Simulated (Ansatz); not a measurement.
# Charge trapping in a frame of liquid 75SiO2-25BaO (mol %) from 2000 K (179 atoms): runs compared

Aim: add and remove one electron in a frame of liquid 75SiO2-25BaO (mol %) from 2000 K (179 atoms), with atoms held and relaxed, and read trapping energy and localisation.

Computed with Ansatz 0.2.0: Kohn-Sham DFT, PBE, PAW (set soft_2), plane waves.

## 1. The cell as built

The cell holds 179 atoms: 49 Si, 16 Ba and 114 O. Its edges and angles: a = 14.152 Å, b = 14.152 Å, c = 14.152 Å, α = 90.0°, β = 90.0°, γ = 90.0°. 179 atoms (49 Si, 16 Ba, 114 O) placed at random at 3.16 g/cm³, melted at 4000 K for 10 ps at fixed volume with the Morse and Coulomb pair potential with partial charges (Pedone, Malavasi, Menziani, Cormack and Segre, J. Phys. Chem. B 110, 11780 (2006)). Snapshot at the end of a hold of 10 ps at 2000 K and fixed volume.

What the set-up can't give: The network of bonds at the start is that of the classical potential that made the cell, and needn't be the one that DFT or experiment would give. Sampling is at Γ alone, for a cell whose shortest periodic width is 14 Å. The levels lack spin–orbit coupling, which is large for the heavy elements here. The liquid is relaxed first, so the results are those of a frozen frame at zero temperature.

## 2. The reference run

The reference is a single point at the end of the relaxation.

The charged cells start from the geometry of this run, on a uniform background, with spin and a narrow Fermi–Dirac smearing.

Its input, with most atom lines left out:

```yaml
crystal:
  lattice:
    - [14.1521, 0.0, 0.0]
    - [0.0, 14.1521, 0.0]
    - [0.0, 0.0, 14.1521]
  atoms:
    - { symbol: Si, position: [0.19144, 0.0015, 0.63472] }
    - { symbol: Si, position: [0.16497, 0.8094, 0.7213] }
    - { symbol: Si, position: [0.12915, 0.93902, 0.26031] }
    - { symbol: Si, position: [0.86904, 0.68892, 0.72465] }
    - { symbol: Si, position: [0.35769, 0.12027, 0.55938] }
    - { symbol: Si, position: [0.97186, 0.80477, 0.35716] }
    - { symbol: Si, position: [0.50182, 0.20437, 0.69217] }
    [... atom lines 8 to 179 left out ...]
kpoints:
  mp_grid: { grid: [1, 1, 1] }
hamiltonian:
  xc: pbe
scf:
  occupations: { method: fermi_dirac, width: 0.172 }
output:
  forces: true
  stress: true
  populations: intrinsic
  dos:
    method: { smearing: { sigma: 0.08 } }
    de: 0.1
    projected: { site_lists: { Ba: [Ba], O: [O], Si: [Si] } }
  eigenvalues: true
  write_density: true
  write_potential: true
  volumetric_format: npy
  elf: true
```

* free energy per atom: -1068.4423 eV/atom
* r.m.s. force component: 0.00771 eV/Å
* pressure: -0.7605 GPa

Filled and empty levels are parted by 3.60 eV (at Γ alone); a semilocal functional tends to put such gaps too low. In a disordered cell it changes from sample to sample and from frame to frame.

## 3. The runs

Each row is one run, on 4 threads of Arm Neoverse V1, shared host. The free energy is the program's total, comparable only between runs with the same functional, potentials and atoms; between charge states it hangs on the program's zero of potential.

```csv
run,atoms,outcome,"ionic steps, all passes",free energy (eV),time,host memory (GiB)
Single point at the start,179,converged,-,-191189.075,1.8 min,4.7
Relaxation,179,converged,55,-191251.169,55 min,4.7
Single point at the relaxed geometry,179,converged,-,-191251.169,2.3 min,4.9
"An extra electron, atoms held",179,converged,-,-191243.481,6.3 min,8.5
"An extra electron, atoms relaxed",179,converged,5,-191243.493,16 min,9.2
"An extra electron, levels at the relaxed geometry",179,converged,-,-191243.493,8.2 min,8.5
Neutral at the geometry of the electron,179,converged,-,-191251.157,2.2 min,4.7
"An extra hole, atoms held",179,converged,-,-191254.976,12 min,8.5
```

In some runs the program notes that starting moments were not kept.

## 4. Energies and spread of the extra charge

Energies are differences within one cell and functional; the shift is the gain plus the neutral cell's energy at the new geometry, that is how much cheaper the vertical process becomes there. The spread is the participation number of the site moments (1/Σw², over the spin inside atomic spheres), with the atom that holds the largest share and the spin that the spheres hold in all.

```
 carrier  charged less neutral, atoms held (eV)  gain on relaxing (eV)  neutral cell at that geometry, less the reference (eV)  shift of the vertical energy (eV)        spread, atoms held  spread, relaxed
electron                                  7.688                  0.012                                                   0.011                              0.024                         -                -
    hole                                 -3.808                      -                                                       -                                  -  16; O109 15 % of 0.73 μB                -
```

## 5. Outcome

The extra electron gains 0.012 eV as the atoms relax: so small a gain shows no trapping at this level. The cell with the electron keeps a moment of only 0.00 μB where one unpaired electron should give 1 μB: the carrier is shared between both spins, which can hide trapping. With the atoms held, the spin of the extra hole spreads over about 16 atoms, 15 % of it on O109; the relaxed state was not obtained, so trapping isn't settled. Adding the two vertical energies gives 3.88 eV, against a gap of 3.60 eV in the neutral cell. The zero of the potential cancels in this sum; the excess isn't taken apart here: charging of a small cell, filling of bands on a coarse mesh and the attraction to the background can all enter.

**Limits.** Single energies of charged cells hang on the program's zero of potential. In the spin-polarised runs the search for a state of lower energy was switched off. No distortion was seeded, so a trapped state behind a barrier can't be found. Local and semilocal functionals favour spread-out charges, so trapping can be missed. Charged cells carry a uniform background, with no correction for images.

The DFT runs together took 1.7 h of wall time.

[Logs are printed without paths, hosts, clocks, repeated set-up lines and the standing remarks that a program may print on its own settings, such as how far it seeks lower states.]

[Hosts, paths, dates, database ids (printed as entryN), source tags and the programs' standing remarks are cut or masked in the printed files.]
